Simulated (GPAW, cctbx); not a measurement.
# By hand: from a DFT structure factor to an extinction distance in Ba3Zn

Ba3Zn, Fm-3m (no. 225), a = 8.9584 Å, b = 8.9584 Å, c = 8.9584 Å, α = 90.00°, β = 90.00°, γ = 90.00°.

| atom | mult. | x | y | z |
| --- | --- | --- | --- | --- |
| Ba1 | 8 | 1/4 | 1/4 | 3/4 |
| Ba2 | 4 | 1/2 | 0 | 0 |
| Zn1 | 4 | 0 | 0 | 0 |

The start was made by putting kin elements into a known structure type; the compound need not exist, or be stable, in this form.

A DFT run (GPAW, PBE, 450 eV, 5×5×5 k-points, Fermi–Dirac width 0.1 eV) gives the static X-ray structure factor of 222 as 83.114 e for the conventional cell; superposed free atoms give 82.292 e. **Problem.** Find the Fourier component V of the crystal potential and the two-beam extinction distance at 300 kV in both cases.

## 1. Geometry

The cell volume is Ω = 718.94 Å³ and d(222) = 2.5861 Å, so g = 1/d = 0.3867 Å⁻¹.

## 2. The nuclei

Electrons feel nuclei as well as electrons, so the nuclear charges are summed with the same phases.

Phase sums Σ exp(2πi h·x), turned so that the total is real and positive: Ba +4.000, Zn -4.000. Then F_Z = 56 × (+4.000) + 30 × (-4.000) = 104.00 e. The electron term has the same sign for this reflection.

## 3. Mott–Bethe

Poisson's equation, term by term, gives V = (e/4πε₀)(F_Z − F)/(πΩg²), with e/4πε₀ = 14.3996 V Å.

The prefactor is 14.3996 × 2.5861²/(π × 718.94) = 0.04264 V per electron. Free atoms: (104.00 − 82.292) × 0.04264 = 0.926 V. Crystal: (104.00 − 83.114) × 0.04264 = 0.891 V. F changes by +1.00 % and V by -3.8 %: the same 0.82 e is measured against F_Z − F = 21.7 e in place of F = 82.3 e.

## 4. Extinction distance

In the two-beam case ξ = 1/(λU) with U = 2γm₀eV/h², that is ξ = 150.41 V Å²/(γλV).

At 300 kV, λ = 0.01969 Å and γ = 1.5871. Free atoms: ξ = 5201 Å. Crystal: ξ = 5406 Å. The thickness fringes go as sin²(πt/ξ), so the two patterns slip by a quarter of a period when t|1/ξ₁ − 1/ξ₀| = 1/4, at t ≈ 3434 nm, thicker than usual samples. Thermal motion, absorption and many-beam coupling, left out here, change a real pattern.

## 5. Answer

V(222) is 0.89 V against 0.93 V, and ξ is 5406 against 5201 Å. Limits: static atoms, two beams.
